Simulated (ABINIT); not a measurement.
**A GW chain in ABINIT: GaN (F-43m)**

Aim: the G0W0 gap of GaN (F-43m) on LDA, step by step.

Program: ABINIT 10.8.3. Level of theory: LDA and many-body steps on it, plane waves. Results are calculated unless marked as measured.

**What was measured.**

- Gap 3.23 eV: absorption onset (direct gap at Gamma) of unexcited film, from imaginary part of dielectric function; spectroscopic ellipsometry (steady-state reference of time-resolved measurement); 300 K; film on 3C-SiC/Si(001) (“Femtosecond pump-probe absorption edge spectroscopy of cubic GaN”, 2022, arxiv:2206.02223).

## (1) Starting point

It takes space group F-43m (No. 216, cubic). Conventional cell: a = 4.507 Å, b = 4.507 Å, c = 4.507 Å, α = 90.00°, β = 90.00°, γ = 90.00°. Nearest to Ga lie 4 N at 1.95 Å. Nearest to N lie 4 Ga at 1.95 Å. Farther neighbours and most contacts between anions are not listed.

The cell and positions are those that the Materials Project relaxed with its own functionals (PBE, PBE+U or r2SCAN), kept fixed. This is not the form that GaN usually takes at ambient conditions.

## (2) Ground state

This step: ABINIT 10.8.3; DFT, LDA, plane waves, norm-conserving pseudopotentials.

The ground-state density comes first.

run.abi

```
acell 3*1.0 Angstrom
rprim 
  0.000000000000 2.253500607500 2.253500607500
  2.253500607500 0.000000000000 2.253500607500
  2.253500607500 2.253500607500 0.000000000000
ntypat 2
znucl 31 7
natom 2
typat 1 2
xred 
  0.000000000000 0.000000000000 0.000000000000
  0.750000000000 0.750000000000 0.750000000000
pp_dirpath "pseudos"
pseudos "Ga.upf, N.upf"
ecut 45
ngkpt 8 8 8
nshiftk 1
shiftk 0 0 0
kptopt 1
chksymbreak 0
nband 18
occopt 1
tolvrs 1e-10
nstep 60
prtwf 0
optforces 0
optstress 0
indata_prefix "in"
outdata_prefix "out"
tmpdata_prefix "tmp"
```

On the command line:

```
$ OMP_NUM_THREADS=1 mpirun -n 8 abinit run.abi > log
```

Numbers of over 12 decimals in the logs are rounded to 6 here.

What it wrote:

```text
.Version 10.8.3 of ABINIT. v10.8.2 released Aug 2026.

 Symmetries : space group F-4 3 m (#216); Bravais cF (face-center cubic)
================================================================================
 Values of the parameters that define the memory need of the present run
     intxc =       0    ionmov =       0      iscf =       7    lmnmax =       6
     lnmax =       6     mgfft =      40  mpssoang =       3    mqgrid =    3001
     natom =       2  nloc_mem =       1    nspden =       1   nspinor =       1
    nsppol =       1      nsym =      24    n1xccc =    2501    ntypat =       2
    occopt =       1   xclevel =       1
-    mband =          18        mffmem =           1         mkmem =           4
       mpw =        2245          nfft =       64000          nkpt =          29
================================================================================
  Rough estimation (10% accuracy) of disk space for files :
================================================================================

--------------------------------------------------------------------------------
------------- Echo of variables that govern the present computation ------------
--------------------------------------------------------------------------------
 -outvars: echo values of preprocessed input variables --------
            acell      1.8897261259E+00  1.8897261259E+00  1.8897261259E+00 Bohr

      chksymbreak           0
             ecut      4.50000000E+01 Hartree
-          fftalg         312

              ixc       -1012
              kpt      0.00000000E+00  0.00000000E+00  0.00000000E+00
                       1.25000000E-01  0.00000000E+00  0.00000000E+00
                       2.50000000E-01  0.00000000E+00  0.00000000E+00
                       3.75000000E-01  0.00000000E+00  0.00000000E+00
                       5.00000000E-01  0.00000000E+00  0.00000000E+00
                       1.25000000E-01  1.25000000E-01  0.00000000E+00
                       2.50000000E-01  1.25000000E-01  0.00000000E+00
                       3.75000000E-01  1.25000000E-01  0.00000000E+00
                       5.00000000E-01  1.25000000E-01  0.00000000E+00
   [... 18 further rows ...]
                      -3.75000000E-01  5.00000000E-01  1.25000000E-01
                      -2.50000000E-01  5.00000000E-01  2.50000000E-01
         kptrlatt        8    0    0      0    8    0      0    0    8
          kptrlen      4.81794160E+01
P           mkmem           4
            natom           2
            nband          18
            ngfft          40      40      40
             nkpt          29
            nstep          60
             nsym          24
           ntypat           2
              occ      2.000000  2.000000  2.000000  2.000000  2.000000  2.000000
                       2.000000  2.000000  2.000000  2.000000  2.000000  2.000000
                       2.000000  0.000000  0.000000  0.000000  0.000000  0.000000
        optforces           0
        optstress           0
            prtwf           0
            rprim      0.0000000000E+00  2.2535006075E+00  2.2535006075E+00
[...]
spgroup         216

           tolvrs      1.00000000E-10

             xred      0.0000000000E+00  0.0000000000E+00  0.0000000000E+00
[...]
znucl       31.00000    7.00000

================================================================================

 chkinp: Checking input parameters for consistency.

================================================================================
== DATASET  1 ==================================================================
-   mpi_nproc: 8, omp_nthreads: 1 (-1 if OMP is not activated)

--- !DatasetInfo
iteration_state: {dtset: 1, }
dimensions: {natom: 2, nkpt: 29, mband: 18, nsppol: 1, nspinor: 1, nspden: 1, mpw: 2245, }
cutoff_energies: {ecut:  45.0, pawecutdg:  -1.0, }
electrons: {nelect:   2.60000000E+01, charge:   0.00000000E+00, occopt:   1.00000000E+00, tsmear:   1.00000000E-02, }

 Real(R)+Recip(G) space primitive vectors, cartesian coordinates (Bohr,Bohr^-1):
 R(1)=  0.0000000  4.2584990  4.2584990  G(1)= -0.1174123  0.1174123  0.1174123
 R(2)=  4.2584990  0.0000000  4.2584990  G(2)=  0.1174123 -0.1174123  0.1174123
 R(3)=  4.2584990  4.2584990  0.0000000  G(3)=  0.1174123  0.1174123 -0.1174123
 Unit cell volume ucvol=  1.5445417E+02 bohr^3
 Angles (23,13,12)=  6.00000000E+01  6.00000000E+01  6.00000000E+01 degrees

 getcut: wavevector=  0.0000  0.0000  0.0000  ngfft=  40  40  40
         ecut(hartree)=     45.000   => boxcut(ratio)=   2.19947

--- Pseudopotential description ------------------------------------------------
- Ga Generated using ONCVPSP code by D. R. Hamann
- 31.00000  21.00000  180309                  znucl, zion, pspdat
12 -1012 2 -1 1858                            pspcod,pspxc,lmax,lloc,mmax
     nproj     2     2     2
  pspatm : epsatm=   21.89818218
         --- l  ekb(1:nproj) -->
[...]
pspatm: atomic psp has been read  and splines computed

- N Generated using ONCVPSP code by D. R. Hamann
-  7.00000   5.00000  180309                  znucl, zion, pspdat
12 -1012 1 -1 1058                            pspcod,pspxc,lmax,lloc,mmax
     nproj     2     2     0
  pspatm : epsatm=    5.30777321
         --- l  ekb(1:nproj) -->
[...]
1   -4.361519   -1.032581
 pspatm: atomic psp has been read  and splines computed

   7.07354840E+02                                ecore*ucvol(ha*bohr**3)
--------------------------------------------------------------------------------

_setup2: Arith. and geom. avg. npw (full set) are    2226.443    2226.425

================================================================================

--- !BeginCycle
iteration_state: {dtset: 1, }
solver: {iscf: 7, nstep: 60, nline: 4, wfoptalg: 0, }
tolerances: {tolvrs: 1.00E-10, }

     iter   Etot(hartree)      deltaE(h)  residm     vres2
 ETOT  1  -257.66536319320    -2.577E+02 6.054E-01 9.603E+02
 ETOT  2  -258.19243751436    -5.271E-01 5.756E-02 9.937E+02
 ETOT  3  -258.34874099150    -1.563E-01 2.531E-02 2.330E+00
 ETOT  4  -258.34907247165    -3.315E-04 9.580E-04 9.977E-01
 ETOT  5  -258.34931177879    -2.393E-04 4.818E-04 2.071E-02
 ETOT  6  -258.34931707826    -5.299E-06 1.103E-04 3.604E-04
 ETOT  7  -258.34931717757    -9.931E-08 5.289E-05 2.207E-05
 ETOT  8  -258.34931718122    -3.656E-09 1.188E-05 1.119E-06
 ETOT  9  -258.34931718153    -3.018E-10 9.046E-06 9.733E-08
 ETOT 10  -258.34931718155    -2.700E-11 6.772E-06 6.403E-11

 At SCF step   10       vres2   =  6.40E-11 < tolvrs=  1.00E-10 =>converged.

--- !ResultsGS
iteration_state: {dtset: 1, }
comment   : Summary of ground state results
lattice_vectors:
- [  0.0000000,   4.2584990,   4.2584990, ]
- [  4.2584990,   0.0000000,   4.2584990, ]
- [  4.2584990,   4.2584990,   0.0000000, ]
lattice_lengths: [   6.02243,    6.02243,    6.02243, ]
lattice_angles: [ 60.000,  60.000,  60.000, ] # degrees, (23, 13, 12)
lattice_volume:   1.5445417E+02
convergence: {deltae: -2.700E-11, res2:  6.403E-11, residm:  6.772E-06, diffor:  0.000E+00, }
etotal    :  -2.58349317E+02
entropy   :   0.00000000E+00
fermie    :   2.38182463E-01
cartesian_stress_tensor: null
pressure_GPa: null
xred      :
- [  0.0000E+00,   0.0000E+00,   0.0000E+00, Ga]
- [  7.5000E-01,   7.5000E-01,   7.5000E-01,  N]
cartesian_forces: null
force_length_stats: {min: null, max: null, mean: null, }

 Integrated electronic density in atomic spheres:
 ------------------------------------------------
 Atom  Sphere_radius  Integrated_density
    1        2.00000         18.90382942
    2        2.00000          5.21039049
================================================================================

 ----iterations are completed or convergence reached----

 Mean square residual over all n,k,spin=   15.671E-09; max=  67.724E-07
 reduced coordinates (array xred) for    2 atoms
       0.000000000000      0.000000000000      0.000000000000
       0.750000000000      0.750000000000      0.750000000000
 rms dE/dt=  0.0000E+00; max dE/dt=  0.0000E+00; dE/dt below (all hartree)
    1       0.000000000000      0.000000000000      0.000000000000
    2       0.000000000000      0.000000000000      0.000000000000

 cartesian coordinates (angstrom) at end:
    1      0.000000     0.000000     0.000000
    2      3.380251     3.380251     3.380251
 length scales=  1.889726125908  1.889726125908  1.889726125908 bohr
              =  1.000000000000  1.000000000000  1.000000000000 angstroms
 prteigrs : about to open file out_EIG
 Fermi (or HOMO) energy (hartree) =   0.23818   Average Vxc (hartree)=  -0.44888
 Eigenvalues (hartree) for nkpt=  29  k points:
 kpt#   1, nband= 18, wtk=  0.00195, kpt=  0.0000  0.0000  0.0000 (reduced coord)
  -4.95898   -3.16412   -3.16412   -3.16412   -0.34194   -0.26273   -0.26273   -0.26273
  -0.25143   -0.25143    0.23818    0.23818    0.23818    0.30259    0.61142    0.61142
   0.61142    0.87394
 prteigrs : prtvol=0 or 1, do not print more k-points.

--- !EnergyTerms
iteration_state     : {dtset: 1, }
comment             : Components of total free energy in Hartree
kinetic             :  1.27387718955105E+02
hartree             :  1.00126548014695E+02
xc                  : -2.83268262913925E+01
Ewald energy        : -1.35314831293648E+02
psp_core            :  4.57970699665774E+00
local_psp           : -2.66322597360935E+02
non_local_psp       : -6.04790362020356E+01
total_energy        : -2.58349317181553E+02
total_energy_eV     : -7.03004305621269E+03
band_energy         : -3.12508209507255E+01

== END DATASET(S) ==============================================================
================================================================================

 -outvars: echo values of variables after computation  --------
           etotal     -2.5834931718E+02
            nband          18
             nkpt          29
          spgroup         216
 [... the other variables as echoed above ...]

 Calculation completed.
```

Elapsed: 7.6 s, on 8 MPI ranks of Arm Neoverse V2, shared host; peak memory 0.56 GiB; 60 s of CPU time.

Numbers from this step:

```yaml
total_energy: -7030.0431 eV
gap: 1.753 eV
k_of_the_valence_top: 0, 0, 0
k_of_the_conduction_bottom: 0, 0, 0
least_direct_gap: 1.753 eV
```

The gap is direct, at Γ.

(Part 1 of 3 ends here.)

[Paths, hosts, dates, memory and timing lines, banners, echoed tables and standing remarks are left out of the program output.]

[Logs are printed without paths, hosts, clocks, repeated set-up lines and the standing remarks that a program may print on its own settings, such as how far it seeks lower states.]

[Runs of the session that timed out or met a known fault of the program may be left out.]

[No measured gap is set beside runs whose start may be inverted or whose files or cutoffs have a known fault.]

[Hosts, paths, dates, database ids (printed as entryN), source tags and the programs' standing remarks are cut or masked in the printed files.]

[G0W0 gaps are taken among the corrected bands and points alone; a level outside them can change the order at an edge.]

[Where Ansatz stands beside ABINIT at settings called matched, ABINIT's density can come from a denser mesh and the files from another edition; pairs whose starting gaps differed by over 0.03 eV were left out, so agreement reads better than it is.]
